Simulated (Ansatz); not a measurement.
# S on Mo(110): change of the work function, part 2 of 3

How does S on the hollow site change the work function of Mo(110) as the layer fills?

Ansatz 0.2.0; plane-wave DFT, PBE, Ansatz PAW.

So far, work function, upper face (eV): step 2 (the clean slab) 4.60.

### 3. Adsorbate added, k-mesh 6×6×1, coverage 0.25 ML

System of this step: Mo16S (S/Mo(110)). The cell holds 17 atoms: 16 Mo and 1 S. Its edges and angles: a = 5.456 Å, b = 5.456 Å, c = 26.819 Å, α = 90.0°, β = 90.0°, γ = 70.5°. Vacuum lies along c.

The clean slab as it ended is repeated in the plane and the adsorbate is set on one face; the cell's size fixes the coverage, and the k-mesh shrinks with it to keep the sampling density about even. Adsorbate and upper layers relax, since the dipole depends on the height.

Contents of input.yaml:

```yaml
crystal:
  lattice:
    - [4.4547727214, -3.15, 0.0]
    - [4.4547727214, 3.15, 0.0]
    - [0.0, 0.0, 26.8191863892]
  atoms:
    - { symbol: Mo, position: [0.0, 0.0, 0.33558065] }
    - { symbol: Mo, position: [0.25, 0.25, 0.4186326236] }
    - { symbol: Mo, position: [0.0, 0.0, 0.5025136085] }
    - { symbol: Mo, position: [0.25, 0.25, 0.5825366078] }
    - { symbol: Mo, position: [0.0, 0.5, 0.33558065] }
    - { symbol: Mo, position: [0.25, 0.75, 0.4186326236] }
    - { symbol: Mo, position: [0.0, 0.5, 0.5025136085] }
    - { symbol: Mo, position: [0.25, 0.75, 0.5825366078] }
    - { symbol: Mo, position: [0.5, 0.0, 0.33558065] }
    - { symbol: Mo, position: [0.75, 0.25, 0.4186326236] }
    - { symbol: Mo, position: [0.5, 0.0, 0.5025136085] }
    - { symbol: Mo, position: [0.75, 0.25, 0.5825366078] }
    - { symbol: Mo, position: [0.5, 0.5, 0.33558065] }
    - { symbol: Mo, position: [0.75, 0.75, 0.4186326236] }
    - { symbol: Mo, position: [0.5, 0.5, 0.5025136085] }
    - { symbol: Mo, position: [0.75, 0.75, 0.5825366078] }
    - { symbol: S, position: [0.42, 0.42, 0.66441935] }
kpoints:
  mp_grid: { grid: [6, 6, 1] }
hamiltonian:
  xc: pbe
scf:
  occupations: { method: fermi_dirac, width: 0.1 }
  convergence: { dr2_threshold: 1.0e-08 }
efield:
  axis: 3
  dipole_correction: true
  ramp_position: 0.97
  ramp_width: 0.06
relax:
  f_tol: 0.02
  max_steps: 60
  constraints: [{ sites: [0, 1, 4, 5, 8, 9, 12, 13] }]
output:
  dos: { projected: true, e_range: [-8, 4] }
  write_potential: true
  write_density: true
  volumetric_format: npy
  elf: true
```

Command:

```
> ansatz run input.yaml --threads 4 --pin off --max-ram 6144MiB --backend cpu --events-out ev --progress --plain --runs-dir out
```

Numbers of over 12 decimals in the logs are rounded to 6 here.

The log of the run:

```text
[...]
Crystal: 17 atoms, lattice volume = 752.682 Å³
Basis set: ecut = 420 eV, 14721 PW (Γ), exchange–correlation on 80×80×360 points (8 copies of the dense FFT grid, shifted against one another)
Bands: 138, of which v1, the nominal top of the filled ones, is band 115 counted from 1 (114 counted from 0)
Symmetry: 2 space group operations
[...]
k-points: 13 of 36 (time reversal used)
[...]
SCF iter   1: F=—  HF=-80190.808339 eV  |F-HF|=—  |Δ(HF+E_count)|=         —  Δρ=4.03e-3  dr2=1.12e0  ethr=1.77e-3  p=-0.070 e·Å  D=-1.67e-2 V/Å  ΔV_dip=0.45 eV  dr2_dipole=1.98e-1  V_vac-E_F(+/−)=5.23/4.78 eV  ⟨swp⟩=9.5  Hψ=9039  notcnv=0
[...]
SCF iter  10: F=-80190.785809 eV  HF=-80190.785809 eV  |F-HF|=8.75e-9  |Δ(HF+E_count)|=   2.95e-8  Δρ=4.07e-7  dr2=3.01e-9  ethr=4.35e-12  p=-0.140 e·Å  D=-3.37e-2 V/Å  ΔV_dip=0.90 eV  dr2_dipole=5.93e-10  V_vac-E_F(+/−)=5.55/4.64 eV  ⟨swp⟩=11.8  Hψ=13315  notcnv=0
SCF 1 converged in 10 iterations: F = -80190.785809 eV  dr2 = 3.01e-9
[...]
relax step   1: F+E_penalty+E_count = -80190.78580862 eV  Δ(F+E_penalty+E_count) = +0.000e0 eV  max|allowed force component| = 3.296e0 eV/Å  Δτ_max = 0.0000 Å  (10 SCF iters, accepted)
[...]
SCF iter  10: F=-80191.491792 eV  HF=-80191.491792 eV  |F-HF|=4.48e-9  |Δ(HF+E_count)|=   2.45e-8  Δρ=4.00e-7  dr2=2.38e-9  ethr=4.35e-12  p=-0.084 e·Å  D=-2.02e-2 V/Å  ΔV_dip=0.54 eV  dr2_dipole=8.18e-11  V_vac-E_F(+/−)=5.19/4.65 eV  ⟨swp⟩=11.8  Hψ=13289  notcnv=0
SCF 2 converged in 10 iterations: F = -80191.491792 eV  dr2 = 2.38e-9
relax step   2: F+E_penalty+E_count = -80191.49179161 eV  Δ(F+E_penalty+E_count) = -7.060e-1 eV  max|allowed force component| = 1.875e0 eV/Å  Δτ_max = 0.1949 Å  (10 SCF iters, accepted)
SCF iter   1: F=—  HF=-80191.792782 eV  |F-HF|=—  |Δ(HF+E_count)|=         —  Δρ=3.80e-3  dr2=1.84e-1  ethr=1.18e-3  p=-0.084 e·Å  D=-2.02e-2 V/Å  ΔV_dip=0.54 eV  dr2_dipole=6.11e-3  V_vac-E_F(+/−)=5.19/4.65 eV  ⟨swp⟩=4.9  Hψ=3473  notcnv=0
[...]
SCF iter   9: F=-80191.760341 eV  HF=-80191.760341 eV  |F-HF|=2.40e-8  |Δ(HF+E_count)|=   5.37e-8  Δρ=7.47e-7  dr2=6.68e-9  ethr=4.35e-12  p=-0.044 e·Å  D=-1.07e-2 V/Å  ΔV_dip=0.29 eV  dr2_dipole=1.81e-10  V_vac-E_F(+/−)=4.94/4.65 eV  ⟨swp⟩=9.8  Hψ=15136  notcnv=0
SCF 3 converged in 9 iterations: F = -80191.760341 eV  dr2 = 6.68e-9
relax step   3: F+E_penalty+E_count = -80191.76034122 eV  Δ(F+E_penalty+E_count) = -2.685e-1 eV  max|allowed force component| = 4.235e-1 eV/Å  Δτ_max = 0.1954 Å  (9 SCF iters, accepted)
[...]
relax step   4: F+E_penalty+E_count = -80191.82755684 eV  Δ(F+E_penalty+E_count) = -6.722e-2 eV  max|allowed force component| = 2.298e-1 eV/Å  Δτ_max = 0.2000 Å  (10 SCF iters, accepted)
[...]
relax step   5: F+E_penalty+E_count = -80191.84936873 eV  Δ(F+E_penalty+E_count) = -2.181e-2 eV  max|allowed force component| = 8.499e-2 eV/Å  Δτ_max = 0.2000 Å  (9 SCF iters, accepted)
[...]
relax step   6: F+E_penalty+E_count = -80191.85188876 eV  Δ(F+E_penalty+E_count) = -2.520e-3 eV  max|allowed force component| = 1.168e-1 eV/Å  Δτ_max = 0.1372 Å  (9 SCF iters, accepted)
[...]
relax step   7: F+E_penalty+E_count = -80191.85437586 eV  Δ(F+E_penalty+E_count) = -2.487e-3 eV  max|allowed force component| = 5.301e-2 eV/Å  Δτ_max = 0.0508 Å  (8 SCF iters, accepted)
SCF iter   1: F=—  HF=-80191.855536 eV  |F-HF|=—  |Δ(HF+E_count)|=         —  Δρ=5.64e-4  dr2=5.51e-3  ethr=3.53e-5  p=-0.023 e·Å  D=-5.43e-3 V/Å  ΔV_dip=0.15 eV  dr2_dipole=1.32e-4  V_vac-E_F(+/−)=4.80/4.65 eV  ⟨swp⟩=2.9  Hψ=3303  notcnv=0
[...]
SCF iter   8: F=-80191.854670 eV  HF=-80191.854670 eV  |F-HF|=7.33e-9  |Δ(HF+E_count)|=   4.64e-8  Δρ=4.33e-7  dr2=2.14e-9  ethr=4.35e-12  p=-0.022 e·Å  D=-5.30e-3 V/Å  ΔV_dip=0.14 eV  dr2_dipole=5.04e-14  V_vac-E_F(+/−)=4.80/4.65 eV  ⟨swp⟩=11.2  Hψ=13387  notcnv=0
SCF 8 converged in 8 iterations: F = -80191.854670 eV  dr2 = 2.14e-9
relax step   8: F+E_penalty+E_count = -80191.85466969 eV  Δ(F+E_penalty+E_count) = -2.938e-4 eV  max|allowed force component| = 1.340e-2 eV/Å  Δτ_max = 0.0453 Å  (8 SCF iters, accepted)
NSCF: frozen V_eff on 13 k-points
[...]
SCF converged after 8 iterations
Free energy (F): -80191.854670 eV
[...]
Internal energy: -80191.420292 eV  (E = F + TS)
E sigma→0 (E₀):  -80191.637481 eV
Entropy (-TS):   -0.434378 eV (-25.552 meV/atom)
Fermi energy:    4.234373 eV
Dipole field:    D = -0.005300 V/Å  (p = -0.022046 e·Å, saw-weighted, corrected)
Work function:   Φ+ = 4.7971 eV   Φ− = 4.6550 eV
[...]
--- Forces (eV/Å), atoms counted from 1 ---
  atom   1  Mo     0.00010210     0.00000000     0.43266099
  atom   2  Mo     0.11697067     0.00000000    -0.70732506
  atom   3  Mo    -0.00382132     0.00000000    -0.00101536
  atom   4  Mo    -0.00480109     0.00000000    -0.00093919
  atom   5  Mo     0.00007257    -0.00025458     0.62861034
  atom   6  Mo     0.00020520     0.02808084    -0.33364674
  atom   7  Mo     0.00166783    -0.00061284     0.00727640
  atom   8  Mo    -0.00017661    -0.00279809    -0.00099821
  atom   9  Mo     0.00007257     0.00025458     0.62861034
  atom  10  Mo     0.00020520    -0.02808084    -0.33364674
  atom  11  Mo     0.00166783     0.00061284     0.00727640
  atom  12  Mo    -0.00017661     0.00279809    -0.00099821
  atom  13  Mo     0.00026709     0.00000000     0.39441681
  atom  14  Mo    -0.11678216     0.00000000    -0.70514587
  atom  15  Mo     0.00963705     0.00000000     0.00006260
  atom  16  Mo    -0.00474035     0.00000000    -0.00180199
  atom  17  S     -0.00037149     0.00000000    -0.01339535
  max |Σ_I F_I| component: 1.52e-6 eV/Å
--- Band table (eV; the first three rows and the last of 13) ---
  k-point 0: bands = [... 111 lower, 4.6384, 4.9126, 5.0222, 5.0984, 5.1255, 5.2974, 5.3655, 5.4420, ... 19 higher]
  k-point 1: bands = [... 111 lower, 4.4777, 4.6491, 4.7323, 4.8495, 4.9901, 5.0601, 5.1273, 5.1731, ... 19 higher]
  k-point 2: bands = [... 111 lower, 3.7487, 3.8820, 3.9379, 4.3041, 4.4497, 4.6544, 4.7965, 4.9057, ... 19 higher]
  k-point 12: bands = [... 111 lower, 3.4105, 3.4796, 3.5148, 3.5219, 3.5580, 3.5874, 3.6871, 4.0253, ... 19 higher]
--- Relaxed structure (8 steps of the walk, 8 accepted, 0 SCFs on fresh bases) ---
  F+E_penalty+E_count = -80191.85466969 eV   max|allowed force component| = 1.340e-2 eV/Å
  atoms:
    - { symbol: Mo, position: [0.0, 0.0, 0.33558065] }
    - { symbol: Mo, position: [0.25, 0.25, 0.418633] }
    - { symbol: Mo, position: [6.969442139475557e-5, 6.969442139475557e-5, 0.500123] }
    - { symbol: Mo, position: [0.250230, 0.250230, 0.584585] }
    - { symbol: Mo, position: [0.0, 0.5, 0.33558065] }
    - { symbol: Mo, position: [0.25, 0.75, 0.418633] }
    - { symbol: Mo, position: [-1.5383904660382086e-5, 0.500045, 0.503718] }
    - { symbol: Mo, position: [0.236676, 0.763516, 0.583210] }
    - { symbol: Mo, position: [0.5, 0.0, 0.33558065] }
    - { symbol: Mo, position: [0.75, 0.25, 0.418633] }
    - { symbol: Mo, position: [0.500045, -1.5383904660382086e-5, 0.503718] }
    - { symbol: Mo, position: [0.763516, 0.236676, 0.583210] }
    - { symbol: Mo, position: [0.5, 0.5, 0.33558065] }
    - { symbol: Mo, position: [0.75, 0.75, 0.418633] }
    - { symbol: Mo, position: [0.499933, 0.499933, 0.502260] }
    - { symbol: Mo, position: [0.750031, 0.750031, 0.584572] }
    - { symbol: S, position: [0.499843, 0.499843, 0.646885] }
```

Wall time 3.2 min (4 threads of Intel Xeon Platinum 8488C (Sapphire Rapids), shared host); peak memory 3 GiB.

Step by step:

```
step  energy less that of the first step (eV)  largest force component (eV/Å)
   1                                   0.0000                          3.2962
   2                                  -0.7060                          1.8755
   3                                  -0.9745                          0.4235
   4                                  -1.0417                          0.2298
   5                                  -1.0636                          0.0850
   6                                  -1.0661                          0.1168
   7                                  -1.0686                          0.0530
   8                                  -1.0689                          0.0134
```

The run keeps the 2 symmetry operations that it works with, so distortions that break them were not tested.

The atoms that moved most (Å):

```
atom     dx      dy      dz  length
 S17  0.711   0.000  -0.470   0.853
 Mo8  0.001   0.085   0.018   0.086
Mo12  0.001  -0.085   0.018   0.086
 Mo3  0.001   0.000  -0.064   0.064
 Mo4  0.002   0.000   0.055   0.055
Mo16  0.000   0.000   0.055   0.055
 Mo7  0.000   0.000   0.032   0.032
Mo11  0.000   0.000   0.032   0.032
```

The relaxed structure:

```xyz
17
Lattice="4.4548 -3.1500 0.0000 4.4548 3.1500 0.0000 0.0000 0.0000 26.8192" Properties=species:S:1:pos:R:3
Mo    0.0000    0.0000    9.0000
Mo    2.2274    0.0000   11.2274
Mo    0.0006    0.0000   13.4129
Mo    2.2294    0.0000   15.6781
Mo    2.2274    1.5750    9.0000
Mo    4.4548    1.5750   11.2274
Mo    2.2275    1.5752   13.5093
Mo    4.4556    1.6595   15.6412
Mo    2.2274   -1.5750    9.0000
Mo    4.4548   -1.5750   11.2274
Mo    2.2275   -1.5752   13.5093
Mo    4.4556   -1.6595   15.6412
Mo    4.4548    0.0000    9.0000
Mo    6.6822    0.0000   11.2274
Mo    4.4542    0.0000   13.4702
Mo    6.6824    0.0000   15.6777
S     4.4534    0.0000   17.3489
```

This step gave:

```
energy at zero smearing        : -80191.6375 eV
work function, upper face      : 4.797 eV
work function, lower face      : 4.655 eV
dipole along the normal        : -0.02205 e·Å
step between the vacuum levels : 0.1421 eV
```

Running mean over 2.227 Å of the planar mean; the ramp of the sawtooth is left out. Electron's electrostatic potential energy less the Fermi level against z:

```
z (Å)  electron's electrostatic potential energy less the Fermi level (eV)
    4                                                                 4.65
    5                                                                 4.64
    6                                                                 4.51
    7                                                                 3.18
    8                                                                -6.00
    9                                                                -12.4
   10                                                                -12.7
   11                                                                -12.9
   12                                                                -12.7
   13                                                                -12.8
   14                                                                -13.1
   15                                                                -13.2
   16                                                                -12.5
   17                                                                -4.00
   18                                                                 2.18
   19                                                                 4.34
   20                                                                 4.78
   21                                                                 4.80
   22                                                                 4.80
   23                                                                 4.80
```

The density of states has structure finer than the step of the table below, so its rows give means over 0.25 eV, whole bins alone (the curve runs from -8 to 1.44 eV). Peaks (eV: height): -3.700: 27.3, -3.250: 34.5, -2.920: 36.8, -2.770: 31.6, -2.020: 26.5, -1.680: 27.1, 1.410: 28.6.

The density of states by energy, zero at the Fermi level; means over each step:

```
energy (eV)  density of states (states/eV a cell)
      -7.00                                     0
      -6.75                                 0.207
      -6.50                                 0.955
      -6.25                                 0.986
      -6.00                                  1.12
      -5.75                                  1.31
      -5.50                                  3.00
      -5.25                                  6.75
      -5.00                                  11.8
      -4.75                                  18.8
      -4.50                                  19.6
      -4.25                                  19.3
      -4.00                                  17.4
      -3.75                                  23.7
      -3.50                                  17.6
      -3.25                                  22.1
      -3.00                                  25.6
      -2.75                                  25.9
      -2.50                                  18.8
      -2.25                                  20.3
      -2.00                                  21.9
      -1.75                                  23.8
      -1.50                                  22.8
      -1.25                                  18.4
      -1.00                                  14.7
      -0.75                                  12.1
      -0.50                                  12.7
      -0.25                                  12.2
       0.00                                  12.6
       0.25                                  17.3
       0.50                                  20.4
       0.75                                  22.3
       1.00                                  23.8
       1.25                                  24.5
```

Projected DOS per atom over height of the atomic layer and energy from the Fermi level. Layers: Mo4 Mo4 Mo4 Mo4 S from below.

Ten even steps from '_' (0.00 states/eV) to '@' (2.61 states/eV), each cell a mean:
```
++++++++__
++++++++__
++----==__
==::::--__
==....--__
==::::--__
**----++..
**====++..
++======::
++++==++::
==****==--
--======::
==++==--::
::++++--**
..==++--@@
__....::==
__________
__________
__________
__________
__________
__________
```
Columns: height of the atomic layer (Å) from 9 to 17.3 (not evenly spaced); rows upwards: energy from the Fermi level (eV) from -7.96 to 1.45.

Valence density in the ca plane at fractional y = 0.500, with atoms of Mo and S within 0.2 Å of it. It is the smooth field of the valence electrons, not physical close to the nuclei.

Values in e/Å³, 8 rows by 16 columns, each cell a mean:
```
3.9 1.7 0.3 0.3 1.8 3.8 0.4 0.3 0.1 0.0 0.0 0.0 0.0 0.0 0.0 0.0
0.6 0.4 0.3 0.3 0.4 0.6 0.3 0.3 0.2 0.1 0.0 0.0 0.0 0.0 0.0 0.0
1.1 0.6 0.3 0.3 0.6 1.0 0.3 0.3 0.5 0.4 0.1 0.0 0.0 0.0 0.0 0.0
4.9 2.3 0.3 0.3 2.6 4.7 0.4 0.3 0.8 0.8 0.1 0.0 0.0 0.0 0.0 0.0
3.9 1.7 0.3 0.3 2.0 3.7 0.4 0.3 0.8 0.8 0.1 0.0 0.0 0.0 0.0 0.0
0.6 0.4 0.3 0.3 0.4 0.6 0.3 0.3 0.4 0.3 0.0 0.0 0.0 0.0 0.0 0.0
1.1 0.6 0.3 0.3 0.6 1.1 0.3 0.3 0.1 0.0 0.0 0.0 0.0 0.0 0.0 0.0
4.9 2.3 0.3 0.3 2.4 4.8 0.5 0.2 0.1 0.0 0.0 0.0 0.0 0.0 0.0 0.0
```
Columns run along c (16.0 Å, from fractional 0.32 to 0.91 of the cell), rows up along a (5.5 Å). Atoms in or near the plane, at fractional coordinates: Mo at (0.34, 0.00), Mo at (0.50, 0.00), Mo at (0.34, 0.50), Mo at (0.50, 0.50), S at (0.65, 0.50).

ELF in the ca plane at fractional y = 0.500, with atoms of Mo and S within 0.2 Å of it. It is the smooth field of the valence electrons, not physical close to the nuclei.

Values, 8 rows by 16 columns, each cell a mean:
```
0.63 0.44 0.36 0.35 0.44 0.61 0.32 0.33 0.28 0.06 0.01 0.00 0.00 0.00 0.00 0.00
0.34 0.33 0.34 0.36 0.33 0.32 0.36 0.30 0.32 0.30 0.11 0.01 0.00 0.00 0.00 0.00
0.41 0.33 0.34 0.35 0.32 0.37 0.34 0.28 0.66 0.80 0.49 0.07 0.00 0.00 0.00 0.00
0.62 0.48 0.38 0.37 0.50 0.60 0.32 0.34 0.56 0.65 0.72 0.14 0.00 0.00 0.00 0.00
0.63 0.44 0.36 0.36 0.45 0.60 0.32 0.32 0.64 0.74 0.69 0.12 0.00 0.00 0.00 0.00
0.34 0.33 0.34 0.36 0.33 0.31 0.37 0.28 0.56 0.70 0.38 0.05 0.00 0.00 0.00 0.00
0.41 0.32 0.34 0.35 0.32 0.38 0.33 0.31 0.27 0.17 0.05 0.01 0.00 0.00 0.00 0.00
0.62 0.48 0.38 0.36 0.49 0.60 0.33 0.35 0.30 0.06 0.00 0.00 0.00 0.00 0.00 0.00
```
Columns run along c (16.0 Å, from fractional 0.32 to 0.91 of the cell), rows up along a (5.5 Å). Atoms in or near the plane, at fractional coordinates: Mo at (0.34, 0.00), Mo at (0.50, 0.00), Mo at (0.34, 0.50), Mo at (0.50, 0.50), S at (0.65, 0.50).

Electrostatic potential energy in the ca plane at fractional y = 0.500, with atoms of Mo and S within 0.2 Å of it. With pseudopotentials it is smooth inside the atoms' cores, unlike the true potential.

Values in eV, 8 rows by 16 columns, each cell a mean:
```
-50 -23   4   4 -24 -49  -1   4   7   9   9   9   9   9   9   9
 -5   1   3   3   1  -5   4   2   6   8   9   9   9   9   9   9
-15  -4   3   3  -5 -14   3   2  -2  -2   8   9   9   9   9   9
-59 -30   4   4 -33 -56  -1   4 -22 -23   7   9   9   9   9   9
-50 -23   4   4 -27 -48   0   3 -18 -20   7   9   9   9   9   9
 -5   1   3   3   0  -5   4   2   2   3   9   9   9   9   9   9
-15  -4   3   3  -4 -15   3   2   6   8   9   9   9   9   9   9
-59 -30   4   4 -31 -58  -2   5   7   9   9   9   9   9   9   9
```
Columns run along c (16.0 Å, from fractional 0.32 to 0.91 of the cell; values clipped at the 3rd and 97th percentile), rows up along a (5.5 Å). Atoms in or near the plane, at fractional coordinates: Mo at (0.34, 0.00), Mo at (0.50, 0.00), Mo at (0.34, 0.50), Mo at (0.50, 0.50), S at (0.65, 0.50).

The relaxation took 8 steps and lowered the energy by 1.1 eV; the largest force on the free atoms ends at 0.013 eV/Å.

By hand: a sheet of dipoles makes a step −p/(ε₀A) in the electron's potential. With e/ε₀ = 180.95 V·Å, p = -0.02205 e·Å and A = 28.07 Å², that is −180.95 × (-0.02205) / 28.07 = +0.142 eV, and the two vacuum levels of the run differ by +0.142 eV.

The covered face has 4.80 eV, +0.20 eV against the clean one; the bare back face has moved by -0.04 eV, a measure of how thin the slab is.

(Continued in part 3 of 3.)

[Logs are printed without paths, hosts, clocks, repeated set-up lines and the standing remarks that a program may print on its own settings, such as how far it seeks lower states.]

[Hosts, paths, dates, database ids (printed as entryN), source tags and the programs' standing remarks are cut or masked in the printed files.]

[Maps of the electrostatic potential energy from Ansatz leave out the sawtooth potential of an applied field or a dipole correction, so their vacuum need not be flat; planar profiles and work functions include it.]

[The density of states shown here was stored with 400 of the rows of the run's finer table, so its peaks can read low, often by over a quarter, or be missed, and its means over a window can be off by a tenth or more.]
